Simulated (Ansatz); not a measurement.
# (BaO)2(NaCl)1 [001] superlattice, started as rocksalt type: a soft mode frozen in, part 2 of 2

Which phase does (BaO)2(NaCl)1 [001] superlattice, started as rocksalt type fall into along its unstable mode, and how much energy does it gain?

Ansatz 0.2.0; DFT PBEsol, scalar-relativistic, plane waves, PAW.

So far. Step 5 (Energy along the mode, all amplitudes (two of the runs …): The lowest of the steps tried is the last one, at 0.6 Å, 18.0 meV/atom below the parent; the bottom of the well need not coincide with a step. Step 7 (The new phase in its own primitive cell): The largest force component left is 0.85 meV/Å and the pressure is 0.000 GPa, within the tolerances set. The cell now holds 22.37 Å³/atom.

The structure was built from a prototype and need not be the compound's stable phase.

## 8. Modes of the new phase (continued)

Without the LO-TO term. Patterns of degenerate modes are one choice out of their space. The modes at Γ (shares of kinetic energy by element, %):

```
mode  frequency (cm⁻¹)  symmetry  Ba %  Cl %  Na %  O %
   1               0.0  acoustic    75    10     6    9
   2               0.0  acoustic    75    10     6    9
   3               0.0  acoustic    75    10     6    9
   4              56.0         E    38    43    18    1
   5              56.0         E    38    43    18    1
   6              72.9         E    76    18     4    2
   7              72.9         E    76    18     4    2
   8              92.0        A1    61     9     9   21
   9             115.0         E     6     0     0   94
  10             115.0         E     6     0     0   94
  11             147.3        A1    44    40    16    1
  12             171.9         E     4    22    40   35
  13             171.9         E     4    22    40   35
  14             175.3        A1     2    37    54    7
  15             180.4         E     2     7    31   59
  16             180.4         E     2     7    31   59
  17             237.1        A1    12     2    13   73
  18             347.7        A1     6     2     2   89
```

Displacements in mode 4 (56.0 cm⁻¹), the largest set to 1:
```
Ba1 -0.47  0.00  0.00
Ba2  0.08  0.00  0.00
Cl3  1.00  0.00  0.00
Na4  0.80  0.00  0.00
O5  -0.18  0.00  0.00
O6   0.15  0.00  0.00
```

Displacements in mode 16 (180.4 cm⁻¹), the largest set to 1:
```
Ba1 -0.01  0.00  0.00
Ba2 -0.06  0.00  0.00
Cl3  0.24 -0.01  0.00
Na4 -0.61  0.02  0.00
O5  -0.05  0.00  0.00
O6   1.00 -0.04  0.00
```

Optical modes at the zone centre, without and with the macroscopic field of the longitudinal modes; each column is sorted by frequency, so a row need not hold one and the same mode. Modes with and without the field, by row:

```
rank among optical modes  no field (cm⁻¹)  q along (1, 0, 0) (cm⁻¹)  q along (0, 0, 1) (cm⁻¹)
                       1               56                        56                        56
                       2               56                      57.5                        56
                       3             72.9                      72.9                      72.9
                       4             72.9                      73.4                      72.9
                       5               92                        92                     103.7
                       6              115                       115                       115
                       7              115                     147.3                       115
                       8            147.3                     148.3                     149.3
                       9            171.9                     171.9                     171.9
                      10            171.9                     172.8                     171.9
                      11            175.3                     175.3                     180.4
                      12            180.4                     180.4                     180.4
                      13            180.4                     237.1                     200.1
                      14            237.1                     347.7                     268.4
                      15            347.7                     382.3                       396
```

Born charge (rows field, columns displacement) (e), principal values of the symmetric part by kind of site:

```csv
atom,atoms with these values,low,middle,high,mean
Ba1,1,2.06,2.85,2.85,2.59
Ba2,1,2.04,2.76,2.76,2.52
Cl3,1,-1.62,-1.03,-1.03,-1.23
Na4,1,1.10,1.12,1.12,1.11
O5,1,-2.82,-2.82,-1.92,-2.52
O6,1,-2.88,-2.88,-1.65,-2.47
```

In full for Na4:

```
1.12 0.00 0.00
0.00 1.12 0.00
0.00 0.00 1.10
```

High-frequency dielectric tensor:

```
3.62 0.00 0.00
0.00 3.62 0.00
0.00 0.00 3.37
```

Static dielectric tensor (ions relaxed, fixed cell):

```
29.24  0.00  0.00
 0.00 29.24  0.00
 0.00  0.00  9.52
```

Transverse modes. Infrared lines, with heights relative to the strongest:

| position (cm⁻¹) | label | relative intensity |
| --- | --- | --- |
| 56 | E | 2.8 |
| 73 | E | 1.1 |
| 92 | A1 | 4.6 |
| 115 | E | 100 |
| 147 | A1 | 1.5 |
| 172 | E | 8.6 |
| 175 | A1 | 14 |
| 180 | E | 93 |
| 237 | A1 | 11 |
| 348 | A1 | 18 |

Activity x (w_L - w)^4 (n + 1)/w, 532 nm, 300 K; modes without the macroscopic field alone. Lines of the Raman spectrum (strongest = 100):

| position (cm⁻¹) | label | relative intensity |
| --- | --- | --- |
| 56 | E | 2.2 |
| 73 | E | 4.3 |
| 92 | A1 | 100 |
| 115 | E | 92 |
| 147 | A1 | 1.1 |
| 172 | E | 1.7 |
| 175 | A1 | 7.3 |
| 180 | E | 0.3 |
| 237 | A1 | 44 |
| 348 | A1 | 7.4 |

Before it was imposed, the acoustic sum rule was missed by 1.8e-4 eV/Å² and the charge sum rule by 0.0067 e. Small misses are needed for a sound result but don't prove that mesh and cutoff are converged. The lowest optical mode is real, 56.0 cm⁻¹.

## 9. The phases reached

The phases reached along the modes that were followed are set side by side.

Energies are those of the first relaxation, on the mesh of the frozen mode; space group, volume and gap are those of the last relaxation. Phases, by row:

```csv
mode frozen in,space group,energy from parent (meV/atom),volume (Å³/atom),gap on mesh (eV),lowest zone-centre optical mode (cm⁻¹),largest shift (Å)
parent,I4/mmm,0,22.41,1.939,–,–
"q = (0, 0, 0), 95i cm⁻¹",I4mm,-24,22.37,2.22,56,0.703
```

## 10. Outcome

| Property | Result |
| --- | --- |
| unstable mode of the parent | q = (0, 0, 0), 95i cm⁻¹ |
| depth at the lowest point sampled | 18.0 meV/atom |
| largest atomic shift at that point | 0.6 Å |
| space group reached (within 0.01 Å) | I4mm |
| energy gained over the parent (first relaxation, on the mesh of the frozen mode) | 24.0 meV/atom |
| volume per atom, phase reached | 22.4 Å³ |
| gap on the k-mesh, phase reached | 2.22 eV |
| lowest optical zone-centre mode, phase reached | 56.0 cm⁻¹ |
| highest optical mode at the zone centre (no LO-TO term), phase reached | 348 cm⁻¹ |

What this shows: Along this mode the structure falls into I4mm, 24.0 meV/atom below the parent. At the parent's cell the well is 17.99 meV/atom deep on the steps tried, with its lowest point at a shift of 0.6 Å. That is the last step tried, so the steps alone don't bracket the bottom of the well. Relaxing atoms and cell changes the gain by +6.01 meV/atom against the lowest step (energies at zero smearing). The new phase has no imaginary mode at the zone centre of its cell; other wavevectors were not checked. Each path keeps the symmetry of its pattern, so a lower phase may lie along a pattern not tried. Spin-orbit coupling is left out, which can matter for the heavy elements here. The starting cell was built on a prototype and not taken from a measurement, so the phase need not exist.

[Logs are printed without paths, hosts, clocks, repeated set-up lines and the standing remarks that a program may print on its own settings, such as how far it seeks lower states.]

[Hosts, paths, dates, database ids (printed as entryN), source tags and the programs' standing remarks are cut or masked in the printed files.]
